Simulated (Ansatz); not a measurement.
# How well the gap of NaI (Fm-3m) can be computed

Aim: a best estimate of the quasiparticle gap of NaI (Fm-3m), with each correction and its cost laid out.

Program: Ansatz 0.2.0. Level of theory: density functionals, hybrids, G0W0, plane waves, PAW. Results are calculated unless marked as measured.

### Step 1. Starting point

Symmetry: Fm-3m, No. 225, cubic system. The conventional cell has a = 6.473 Å, b = 6.473 Å, c = 6.473 Å, α = 90.00°, β = 90.00°, γ = 90.00°. Nearest to Na lie 6 I at 3.24 Å. I has 6 Na at 3.24 Å nearest. Farther neighbours and most contacts between anions are not listed.

The cell and positions come from the Crystallography Open Database and are kept as given unless a step says otherwise. Spin-orbit coupling is left out unless a step names it. The default PAW set here is soft_2. Its files were made with PBE.

### Step 2. PBE bands

The cheap functional maps the bands first; the places of the edges decide which points the dearer methods must see.

This step: DFT, PBE, plane waves, PAW.

File input.yaml:

```yaml
crystal:
  lattice:
    - [0.0, 3.2364, 3.2364]
    - [3.2364, 0.0, 3.2364]
    - [3.2364, 3.2364, 0.0]
  atoms:
    - { symbol: Na, position: [0.0, 0.0, 0.0] }
    - { symbol: I, position: [0.5, 0.5, 0.5] }
kpoints:
  mp_grid: { grid: [6, 6, 6] }
  band_path:
    path:
      - [[0.0, 0.0, 0.0], [0.5, 0.0, 0.5], [0.625, 0.25, 0.625]]
      - [[0.375, 0.375, 0.75], [0.0, 0.0, 0.0], [0.5, 0.5, 0.5], [0.5, 0.25, 0.75], [0.5, 0.0, 0.5]]
    npoints: 10
hamiltonian:
  xc: pbe
scf:
  occupations: { method: fermi_dirac, width: 0.02 }
  n_extra_bands: 4
output:
  eigenvalues: true
  write_density: true
  write_potential: true
  elf: true
  volumetric_format: npy
```

Launch:

```
ansatz run input.yaml --threads 3 --pin off --max-ram 92160MiB --backend cuda --events-out ev --progress --plain --runs-dir out --devices 1 --max-vram 13GiB
```

Numbers of over 12 decimals in the logs are rounded to 6 here.

What it wrote:

```text
scf.n_extra_bands = 4 over 13 filled bands (N_el = 26.0): the run solves 17 bands
GPUs: using 1 of 1 available (devices: 1).
Engine: ansatz 0.2.0, x86_64-unknown-linux-gnu
Pseudopotentials: kind: paw
Pseudopotential: Na, paw, valence charge 9, recommended cutoff 420 eV (normal), Na.paw.azcp
Pseudopotential: I, paw, valence charge 17, recommended cutoff 420 eV (normal), I.paw.azcp
Functional definition: PBE
  parameter kappa = 0.804
  parameter beta = 0.066725
  exchange = pbe_x(kappa = kappa, mu = beta*pi^2/3)
  correlation = pbe_c(beta = beta)
device memory: the entry about to start is reckoned to put 0.8 GiB on a device that reports 38.8 GiB free (of which the cap on the GPU budget leaves the run 13.0 GiB)
GPU FFT provider: cuFFT
GPU libraries: cuBLAS 13.8.2, cuFFT 12.4.0, cuSOLVER 12.3.4
Crystal: 2 atoms, lattice volume = 67.798 Å³
Basis set: ecut = 420 eV, 1363 PW (Γ)
Bands: 17, of which v1, the nominal top of the filled ones, is band 13 counted from 1 (12 counted from 0)
Symmetry: 48 space group operations
Space group: Fm-3m (ITA 225), of the structure as read, at distance tolerance 4.1e-5 Å
k-points: 16 of 216
Non-local potential: Na, projectors of the file, l = 0: 3, l = 1: 2, l = 2: 1
Non-local potential: I, projectors of the file, l = 0: 2, l = 1: 2, l = 2: 2, l = 3: 2
PAW form: soft (Blöchl's): semilocal exchange-correlation on the pseudo side does not see the compensation charge
PAW one-centre angular grid: Na, 110 points (default); XC on 64 Gauss nodes
PAW one-centre angular grid: I, 590 points (default); XC on 64 Gauss nodes
Initial density: superposition of atomic densities (neutral atoms: chi_scale 0, normalization atom), corrected by the library's trained network
Initial wavefunctions: pseudopotential atomic-orbital guess
GPU buffer pool allocated for 32768 grid points (all kernels)
GPU transforms: local potential and band sums: pruned to the plane-wave sphere, on 30×32×32
Functional: x = pbe(κ = 0.804, μ = 0.219515), c = pbe(β = 0.066725)
SCF iter   1: F=—  HF=-9001.882545 eV  |F-HF|=—  |Δ(HF+E_count)|=         —  Δρ=5.29e-4  dr2=3.99e-4  ethr=1.77e-3  ⟨swp⟩=6.3  Hψ=1478  notcnv=0
preconditioner: auto → none  [insulator: Δε(μ)=3.642 eV  Ē_g=10.593 eV  σ=0.020 eV  W_gap=1.00  n_scr=14 (ndim 8)  ℏωp=12.8 eV  f_vac=0.068  D(μ)=0.00/eV (n_scr^D=0)  ε∞_Penn≈2.4]
SCF iter   2: F=—  HF=-9001.882811 eV  |F-HF|=—  |Δ(HF+E_count)|=   2.66e-4  Δρ=7.78e-4  dr2=9.77e-4  ethr=1.53e-6  ⟨swp⟩=3.1  Hψ=734  notcnv=0
SCF iter   3: F=—  HF=-9001.882604 eV  |F-HF|=—  |Δ(HF+E_count)|=   2.07e-4  Δρ=4.74e-4  dr2=3.61e-4  ethr=1.53e-6  ⟨swp⟩=2.1  Hψ=337  notcnv=0
SCF iter   4: F=—  HF=-9001.882546 eV  |F-HF|=—  |Δ(HF+E_count)|=   5.81e-5  Δρ=1.69e-4  dr2=4.38e-5  ethr=1.39e-6  ⟨swp⟩=2.0  Hψ=333  notcnv=0
SCF iter   5: F=—  HF=-9001.882579 eV  |F-HF|=—  |Δ(HF+E_count)|=   3.33e-5  Δρ=3.21e-5  dr2=1.60e-6  ethr=1.69e-7  ⟨swp⟩=2.6  Hψ=446  notcnv=0
SCF iter   6: F=—  HF=-9001.882578 eV  |F-HF|=—  |Δ(HF+E_count)|=   6.01e-7  Δρ=1.21e-5  dr2=2.06e-7  ethr=6.14e-9  ⟨swp⟩=2.3  Hψ=382  notcnv=0
SCF iter   7: F=-9001.882578 eV  HF=-9001.882578 eV  |F-HF|=5.99e-8  |Δ(HF+E_count)|=   5.19e-8  Δρ=7.06e-6  dr2=7.83e-8  ethr=3.85e-10  ⟨swp⟩=3.2  Hψ=957  notcnv=0
SCF 1 converged in 7 iterations: F = -9001.882578 eV  dr2 = 7.83e-8
[...]
device memory: the entry about to start is reckoned to put 1.2 GiB on a device that reports 38.8 GiB free (of which the cap on the GPU budget leaves the run 13.0 GiB)
NSCF: frozen V_eff on 62 k-points, pencils in batches of 32, up to order 76
SCF converged after 7 iterations
Free energy (F): -9001.882578 eV
Harris-Foulkes:  -9001.882578 eV  (|F-HF|=5.99e-8)
Internal energy: -9001.882578 eV  (E = F + TS)
E sigma→0 (E₀):  -9001.882578 eV
Fermi energy:    4.867444 eV
--- Per-component energies (eV) ---
  E_band       = -614.430601
  E_kinetic    = 309.814989
  E_local      = -3350.242028  (includes V_loc(G=0)·N_el)
  E_nonlocal   = 24.969767
  E_hartree    = 1519.080566
  E_xc         = -167.305979
  E_vxc        = -179.044775  (∫ρ·V_xc dr)
  E_paw        = -5080.349735  (= ΣΔE_a)
  E_vpaw       = -458.074464  (= ΣTr[D̂ρ^β])
  E_aug_tail   = -0.000041  (compensation charges beyond the density's cutoff)
  E_ewald      = -2257.850118
  E_smearing   = -0.000000  (= −TS)
  E_closure    = 0.000000  (closes the sum)
  Σ components = -9001.882578   (vs F -9001.882578, Δ=0.00e0)
--- Band table (eV; the first three rows and the last of 16) ---
  k-point 0: bands = [... 9 lower, -7.9836, 3.0331, 3.0331, 3.0331, 6.6773, 10.9945, 10.9945, 10.9945]
  k-point 1: bands = [... 9 lower, -7.9100, 2.3012, 2.9581, 2.9581, 7.4881, 10.5009, 11.1836, 11.1836]
  k-point 2: bands = [... 9 lower, -7.7541, 1.2739, 2.8181, 2.8181, 8.1409, 10.7585, 10.7585, 11.0380]
  k-point 15: bands = [... 9 lower, -7.5879, 1.3663, 1.9303, 2.1473, 8.3967, 9.5480, 11.6148, 11.6742]
```

Run time: 8.3 s. Hardware: 1 × NVIDIA H100 80GB HBM3 (shared by 6 runs) with 3 threads of AMD EPYC 7R13 (Zen 3), shared host; peak memory 0.93 GiB.

Numbers from this step:

- filled bands: 13
- gap: 3.644 eV
- valence top at: Γ
- conduction bottom at: Γ
- least direct gap: 3.644 eV

The gap is direct, at Γ.

Electronic bands along the path, in eV, zero at the top of the highest nominally filled band:

| point | band 10 | band 11 | band 12 | band 13 | band 14 | band 15 | band 16 | band 17 |
| --- | --- | --- | --- | --- | --- | --- | --- | --- |
| Γ | -11.02 | 0.00 | 0.00 | 0.00 | 3.64 | 7.96 | 7.96 | 7.96 |
| halfway | -10.82 | -1.22 | -0.40 | -0.40 | 5.28 | 6.37 | 7.59 | 9.24 |
| X | -10.63 | -1.90 | -0.74 | -0.74 | 4.50 | 5.57 | 9.87 | 11.29 |
| halfway | -10.63 | -1.83 | -0.94 | -0.71 | 4.75 | 5.87 | 9.48 | 10.23 |
| U | -10.63 | -1.64 | -1.34 | -0.60 | 5.22 | 6.70 | 8.71 | 9.24 |
| jump to K | -10.63 | -1.64 | -1.34 | -0.60 | 5.22 | 6.70 | 8.71 | 9.24 |
| halfway | -10.81 | -1.41 | -0.59 | -0.15 | 5.65 | 7.15 | 7.39 | 8.19 |
| Γ | -11.02 | 0.00 | 0.00 | 0.00 | 3.64 | 7.96 | 7.96 | 7.96 |
| halfway | -10.87 | -1.29 | -0.15 | -0.15 | 4.93 | 7.52 | 7.99 | 7.99 |
| L | -10.70 | -2.18 | -0.28 | -0.28 | 5.10 | 7.47 | 7.47 | 8.73 |
| halfway | -10.66 | -1.90 | -0.91 | -0.48 | 6.15 | 6.31 | 8.29 | 8.29 |
| W | -10.62 | -1.40 | -1.40 | -0.93 | 5.83 | 7.50 | 7.50 | 7.92 |
| halfway | -10.62 | -1.77 | -0.96 | -0.84 | 5.03 | 6.12 | 9.08 | 9.29 |
| X | -10.63 | -1.90 | -0.74 | -0.74 | 4.50 | 5.57 | 9.87 | 11.29 |

The electronic bands as a text plot (rows in eV, shown from -8.0 to 7.8 only):

```
    7.5 | ++ +++            ++++++++++   ++++++++++++   ++++
    6.8 |   +++          +++++++++                 +++  +   +
    6.2 |      +++     ++   ++++                      +++    ++
    5.5 |      ++ +++++   ++    +                  +++   +++++ ++
    4.9 |   +++  ++++ ++++       +++       ++++++++           ++
    4.2 |  +         +              +    ++                     +
    3.5 |++                          ++++
    2.9 |
    2.2 |
    1.6 |
    0.9 |
    0.2 |***                      *********
   -0.4 | ****************************  *****************
   -1.1 |    ***      ***** **** ***       **         ***********
   -1.7 |       *****************            ***     ************
   -2.4 |                                       *****
   -3.1 |
   -3.7 |
   -4.4 |
   -5.0 |
   -5.7 |
   -6.4 |
   -7.0 |
   -7.7 |
         Γ           X  U|K            Γ         L        W     X
```

Electrostatic potential energy in the ac plane of the conventional cell at fractional y = 0.000, with atoms of Na and I within 0.2 Å of it. With pseudopotentials it is smooth inside the atoms' cores, unlike the true potential.

Ten even steps from '0' (-42 eV) to '9' (8 eV), each cell a mean:
```
027999669975899850
478999756656999985
889999976678999998
999999999899999999
999999999999999999
889999999999999998
567999987789999865
866899872158999757
985899840017998669
975899850027999669
656999985478999756
678999998889999976
899999999999999999
999999999999999999
999999998889999999
789999865567999987
158999757866899872
017998669985899840
```
Columns run along a (6.5 Å; values clipped at the 3rd and 97th percentile), rows up along c (6.5 Å), edges of the conventional cell, whose origin can differ from the input's. Atoms in or near the plane, at fractional coordinates: Na at (0.00, 0.00), Na at (0.50, 0.50), I at (0.50, 0.00), I at (0.00, 0.50).

ELF in the ac plane of the conventional cell at fractional y = 0.000, with atoms of Na and I within 0.2 Å of it. It is the smooth field of the valence electrons, not physical close to the nuclei.

Values, 10 rows by 16 columns, each cell a mean:
```
0.51 0.48 0.09 0.17 0.69 0.74 0.58 0.38 0.35 0.50 0.69 0.76 0.38 0.05 0.33 0.52
0.12 0.06 0.03 0.09 0.39 0.67 0.74 0.71 0.71 0.73 0.73 0.53 0.16 0.03 0.05 0.10
0.63 0.60 0.42 0.18 0.08 0.20 0.39 0.45 0.45 0.43 0.27 0.10 0.10 0.31 0.55 0.62
0.64 0.69 0.74 0.62 0.25 0.03 0.06 0.20 0.23 0.13 0.02 0.11 0.50 0.73 0.72 0.66
0.31 0.44 0.68 0.77 0.40 0.05 0.41 0.52 0.44 0.53 0.13 0.17 0.71 0.73 0.55 0.32
0.35 0.50 0.69 0.76 0.38 0.05 0.33 0.52 0.51 0.48 0.09 0.17 0.69 0.74 0.58 0.38
0.71 0.73 0.73 0.53 0.16 0.03 0.05 0.10 0.12 0.06 0.03 0.09 0.39 0.67 0.74 0.71
0.45 0.43 0.27 0.10 0.10 0.31 0.55 0.62 0.63 0.60 0.42 0.18 0.08 0.20 0.39 0.45
0.23 0.13 0.02 0.11 0.50 0.73 0.72 0.66 0.64 0.69 0.74 0.62 0.25 0.03 0.06 0.20
0.44 0.53 0.13 0.17 0.71 0.73 0.55 0.32 0.31 0.44 0.68 0.77 0.40 0.05 0.41 0.52
```
Columns run along a (6.5 Å), rows up along c (6.5 Å), edges of the conventional cell, whose origin can differ from the input's. Atoms in or near the plane, at fractional coordinates: Na at (0.00, 0.00), Na at (0.50, 0.50), I at (0.50, 0.00), I at (0.00, 0.50).

### Step 3. LDA

A second semilocal functional shows how much of the gap hangs on that choice alone.

This step: DFT, LDA, plane waves, PAW.

File input.yaml:

```yaml
crystal:
  lattice:
    - [0.0, 3.2364, 3.2364]
    - [3.2364, 0.0, 3.2364]
    - [3.2364, 3.2364, 0.0]
  atoms:
    - { symbol: Na, position: [0.0, 0.0, 0.0] }
    - { symbol: I, position: [0.5, 0.5, 0.5] }
kpoints:
  mp_grid: { grid: [6, 6, 6] }
  band_path:
    path:
      - [0.0, 0.0, 0.0]
      - [0.5, 0.0, 0.5]
      - [0.625, 0.25, 0.625]
      - [0.375, 0.375, 0.75]
      - [0.5, 0.5, 0.5]
      - [0.5, 0.25, 0.75]
    npoints: 1
hamiltonian:
  xc: lda
scf:
  occupations: { method: fixed }
  n_extra_bands: 4
output:
  eigenvalues: true
```

What it wrote:

```text
[...]
GPUs: using 1 of 1 available (devices: 1).
[...]
GPU FFT provider: cuFFT
GPU libraries: cuBLAS 13.8.2, cuFFT 12.4.0, cuSOLVER 12.3.4
Crystal: 2 atoms, lattice volume = 67.798 Å³
Basis set: ecut = 420 eV, 1363 PW (Γ)
Bands: 17, of which v1, the nominal top of the filled ones, is band 13 counted from 1 (12 counted from 0)
Symmetry: 48 space group operations
[...]
k-points: 16 of 216
[...]
Fermi energy:    2.774477 eV
[...]
--- Band table (eV; the first three rows and the last of 16) ---
  k-point 0: bands = [... 9 lower, -8.3504, 2.7745, 2.7745, 2.7745, 6.1074, 10.6109, 10.6109, 10.6109]
  k-point 1: bands = [... 9 lower, -8.2770, 2.0057, 2.6980, 2.6980, 6.9494, 10.0831, 10.7947, 10.7947]
  k-point 2: bands = [... 9 lower, -8.1215, 0.9571, 2.5556, 2.5556, 7.6354, 10.3486, 10.3486, 10.5650]
  k-point 15: bands = [... 9 lower, -7.9563, 1.0624, 1.6408, 1.8601, 7.9290, 9.1259, 11.1705, 11.2069]
[key lines of the parts left out:]
SCF converged after 6 iterations
Free energy (F): -8824.974394 eV
```

The job ended after 7.5 s (1 × NVIDIA H100 80GB HBM3 (shared by 6 runs) with 3 threads; peak memory 0.89 GiB; 2.6 s of CPU time).

Numbers from this step:

| Quantity | Value |
| --- | --- |
| gap | 3.333 eV |
| valence top at | Γ |
| conduction bottom at | Γ |
| least direct gap | 3.333 eV |

The gap stands −0.31 eV against PBE.

### Step 4. PBE+SOC

The many-body steps leave out spin-orbit coupling, so its effect is taken from a two-component run, with twice the bands.

This step: DFT, PBE with spin-orbit coupling, plane waves, PAW.

input.yaml: that of step 3 with these lines changed.

```diff
@@ -20,6 +20,9 @@
 hamiltonian:
-  xc: lda
+  xc: pbe
 scf:
   occupations: { method: fixed }
-  n_extra_bands: 4
+  n_extra_bands: 8
+magnetization:
+  noncollinear: true
+  spin_orbit: true
 output:
```

What it wrote:

```text
[...]
GPUs: using 1 of 1 available (devices: 1).
[...]
non-collinear run that drives no moment, with spin-orbit: no starting moment large enough to seed its density (crystal.atoms[].spin), no starting occupations that ask for one, no magnetisation constraint and no magnetic field, so the semilocal B_xc is pinned to zero
[...]
GPU FFT provider: cuFFT
[...]
k-point 0: bands = [... 22 lower, 3.3710, 3.3710, 3.3710, 3.3710, 6.6779, 6.6779, 10.9835, 10.9835, ... 4 higher]
  k-point 1: bands = [... 22 lower, 2.9031, 2.9031, 3.2906, 3.2906, 7.4917, 7.4917, 10.4978, 10.4978, ... 4 higher]
  k-point 2: bands = [... 22 lower, 2.5620, 2.5620, 3.1415, 3.1415, 8.1406, 8.1406, 10.7459, 10.7459, ... 4 higher]
  k-point 15: bands = [... 22 lower, 1.9343, 1.9343, 2.3288, 2.3288, 8.3911, 8.3911, 9.5427, 9.5427, ... 4 higher]
[key lines of the parts left out:]
SCF converged after 7 iterations
Magnetization: |M| = 0.0000 μB,  M = (+0.0000, +0.0000, +0.0000) μB
Free energy (F): -9004.938090 eV
Fermi energy:    3.371011 eV
```

Wall time 8.5 s (1 × NVIDIA H100 80GB HBM3 (shared by 6 runs) with 3 threads); peak memory 1 GiB; 7.5 s of CPU time.

This step gave:

```
gap                  : 3.307 eV
valence top at       : Γ
conduction bottom at : Γ
least direct gap     : 3.307 eV
```

The gap stands −0.34 eV against PBE.

### Step 5. r2SCAN

The meta-GGA depends on the orbitals through the kinetic-energy density, which usually opens the gap somewhat.

This step: DFT, r2SCAN, plane waves, PAW.

input.yaml: that of step 4 with these lines changed.

```diff
@@ -20,9 +20,6 @@
 hamiltonian:
-  xc: pbe
+  xc: r2scan
 scf:
   occupations: { method: fixed }
-  n_extra_bands: 8
-magnetization:
-  noncollinear: true
-  spin_orbit: true
+  n_extra_bands: 4
 output:
```

What it wrote:

```text
[...]
GPUs: using 1 of 1 available (devices: 1).
[...]
GPU FFT provider: cuFFT
GPU libraries: cuBLAS 13.8.2, cuFFT 12.4.0, cuSOLVER 12.3.4
Crystal: 2 atoms, lattice volume = 67.798 Å³
Basis set: ecut = 500 eV, 1759 PW (Γ), exchange–correlation on 144×144×144 points (64 copies of the dense FFT grid, shifted against one another)
[...]
Fermi energy:    2.704225 eV
[...]
--- Band table (eV; the first three rows and the last of 16) ---
  k-point 0: bands = [... 9 lower, -8.6352, 2.7042, 2.7042, 2.7042, 7.1336, 11.2438, 11.2438, 11.2438]
  k-point 1: bands = [... 9 lower, -8.5568, 1.9945, 2.6266, 2.6266, 7.9173, 10.7598, 11.4553, 11.4553]
  k-point 2: bands = [... 9 lower, -8.3904, 0.9506, 2.4811, 2.4811, 8.4624, 11.0566, 11.0566, 11.5079]
  k-point 15: bands = [... 9 lower, -8.2109, 1.0092, 1.5830, 1.8182, 8.7856, 9.7510, 11.9621, 12.1135]
[key lines of the parts left out:]
SCF converged after 6 iterations
Free energy (F): -9019.604829 eV
```

It took 5.5 s on 1 × NVIDIA H100 80GB HBM3 (shared by 6 runs) with 3 threads; peak memory 0.98 GiB.

This step gave:

```
gap                  : 4.429 eV
valence top at       : Γ
conduction bottom at : Γ
least direct gap     : 4.429 eV
```

The gap stands +0.79 eV against PBE.

### Step 6. HSE06

HSE06 mixes in a quarter of exact exchange at short range. Exchange couples all pairs of k points, which makes a full band path dear, so levels are read on the mesh and at chosen points.

This step: DFT, HSE06, plane waves, PAW.

input.yaml: that of step 5 with these lines changed.

```diff
@@ -9,3 +9,3 @@
 kpoints:
-  mp_grid: { grid: [6, 6, 6] }
+  mp_grid: { grid: [4, 4, 4] }
   band_path:
@@ -20,3 +20,3 @@
 hamiltonian:
-  xc: r2scan
+  xc: hse06
 scf:
```

What it wrote:

```text
[...]
GPUs: using 1 of 1 available (devices: 1).
[...]
davidson cushion auto → on  (no smearing: the cushion is to keep the highest requested band from converging to the state above it; pin scf.eigensolver.cushion to override)
[...]
GPU FFT provider: cuFFT
GPU libraries: cuBLAS 13.8.2, cuFFT 12.4.0, cuSOLVER 12.3.4
Crystal: 2 atoms, lattice volume = 67.798 Å³
Basis set: ecut = 420 eV, 1363 PW (Γ)
[...]
Internal energy: -9006.879621 eV  (E = F + TS)
E sigma→0 (E₀):  -9006.879621 eV
Fermi energy:    2.335557 eV
[...]
--- Band table (eV; the first three rows and the last of 8) ---
  k-point 0: bands = [... 9 lower, -9.6119, 2.3356, 2.3356, 2.3356, 7.0113, 11.3558, 11.3558, 11.3558]
  k-point 1: bands = [... 9 lower, -9.4405, 0.9837, 2.1774, 2.1774, 8.2951, 10.9306, 11.4198, 11.4198]
  k-point 2: bands = [... 9 lower, -9.2539, 0.0054, 2.0314, 2.0314, 8.4083, 10.8802, 10.8802, 12.3682]
  k-point 7: bands = [... 9 lower, -9.1540, 0.8258, 0.8258, 1.3551, 9.2511, 10.8705, 10.8705, 11.4005]
[key lines of the parts left out:]
Free energy (F): -9006.879621 eV
```

Run time: 15 s. Hardware: 1 × NVIDIA H100 80GB HBM3 (shared by 6 runs) with 3 threads; peak memory 1.1 GiB; 13 s of CPU time.

This step gave:

```
gap                  : 4.676 eV
valence top at       : Γ
conduction bottom at : Γ
least direct gap     : 4.676 eV
```

The gap stands +1.03 eV against PBE.

### Step 7. PBE0

PBE0 keeps its quarter of exact exchange at all distances, which suits crystals with ε∞ near 4 best.

This step: DFT, PBE0, plane waves, PAW.

input.yaml: that of step 6 with these lines changed.

```diff
@@ -20,3 +20,3 @@
 hamiltonian:
-  xc: hse06
+  xc: pbe0
 scf:
```

What it wrote:

```text
[...]
GPUs: using 1 of 1 available (devices: 1).
[...]
GPU FFT provider: cuFFT
GPU libraries: cuBLAS 13.8.2, cuFFT 12.4.0, cuSOLVER 12.3.4
Crystal: 2 atoms, lattice volume = 67.798 Å³
Basis set: ecut = 420 eV, 1363 PW (Γ)
Bands: 17, of which v1, the nominal top of the filled ones, is band 13 counted from 1 (12 counted from 0)
Symmetry: 48 space group operations
[...]
k-points: 8 of 64
[...]
Internal energy: -9006.141742 eV  (E = F + TS)
E sigma→0 (E₀):  -9006.141742 eV
Fermi energy:    1.963834 eV
[...]
--- Band table (eV; the first three rows and the last of 8) ---
  k-point 0: bands = [... 9 lower, -10.0350, 1.9638, 1.9638, 1.9638, 7.3162, 11.7052, 11.7052, 11.7052]
  k-point 1: bands = [... 9 lower, -9.8627, 0.5798, 1.8025, 1.8025, 8.6158, 11.2771, 11.7744, 11.7744]
  k-point 2: bands = [... 9 lower, -9.6741, -0.4214, 1.6524, 1.6524, 8.7227, 11.2329, 11.2329, 12.7456]
  k-point 7: bands = [... 9 lower, -9.5738, 0.4174, 0.4174, 0.9627, 9.6077, 11.2116, 11.2116, 11.7546]
[key lines of the parts left out:]
Free energy (F): -9006.141742 eV
```

Run time: 9.9 s. Hardware: 1 × NVIDIA H100 80GB HBM3 (shared by 6 runs) with 3 threads; peak memory 1.1 GiB; 9.2 s of CPU time.

This step gave:

```
gap                  : 5.352 eV
valence top at       : Γ
conduction bottom at : Γ
least direct gap     : 5.352 eV
```

The gap stands +1.71 eV against PBE.

(Continued in part 2 of 3.)

[Paths, hosts, dates, memory and timing lines, banners, echoed tables and standing remarks are left out of the program output.]

[Logs are printed without paths, hosts, clocks, repeated set-up lines and the standing remarks that a program may print on its own settings, such as how far it seeks lower states.]

[Runs of the session that timed out or met a known fault of the program may be left out.]

[Cells called generated may have been cut or substituted from an entry of the Crystallography Open Database or the Materials Project.]

[Hosts, paths, dates, database ids (printed as entryN), source tags and the programs' standing remarks are cut or masked in the printed files.]
